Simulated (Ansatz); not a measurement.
# Direct or indirect: KZnF3 (Pm-3m)

```
Zn K F
1.0
     4.05000    0.00000    0.00000
     0.00000    4.05000    0.00000
     0.00000    0.00000    4.05000
Zn K F
1 1 3
Direct
  0.50000 0.50000 0.50000
  0.00000 0.00000 0.00000
  0.50000 0.00000 0.50000
  0.00000 0.50000 0.50000
  0.50000 0.50000 0.00000
```

Method: Ansatz, r2SCAN, independent particles, without spin-orbit coupling, line width 0.1 eV (Gaussian). The band structure gives a fundamental gap of 4.63 eV. The spectrum of vertical transitions near the edge:

| E (eV) | Im ε, E ∥ xyz |
| --- | --- |
| 4.14 | 0.00 |
| 4.32 | 0.00 |
| 4.50 | 0.00 |
| 4.68 | 0.00 |
| 4.86 | 0.00 |
| 5.04 | 0.00 |
| 5.22 | 0.00 |
| 5.40 | 0.00 |
| 5.58 | 0.00 |
| 5.76 | 0.00 |
| 5.94 | 0.00 |
| 6.12 | 0.00 |
| 6.30 | 0.00 |
| 6.48 | 0.01 |
| 6.66 | 0.24 |
| 6.84 | 0.48 |
| 7.02 | 0.65 |
| 7.20 | 0.77 |
| 7.38 | 0.87 |
| 7.56 | 0.95 |
| 7.74 | 1.02 |

Q: Is the gap direct or indirect, and about where do vertical transitions set in?

A: Indirect, by the band path, whose least direct gap is 6.59 eV. The curves fit this: they stay near zero above 4.63 eV and rise only from about 6.6 eV, though a forbidden direct transition would look alike. Lines are broadened by 0.1 eV, which spreads the edge, and phonons, which would give weak absorption from the fundamental gap up, are left out.

[Logs are printed without paths, hosts, clocks, repeated set-up lines and the standing remarks that a program may print on its own settings, such as how far it seeks lower states.]
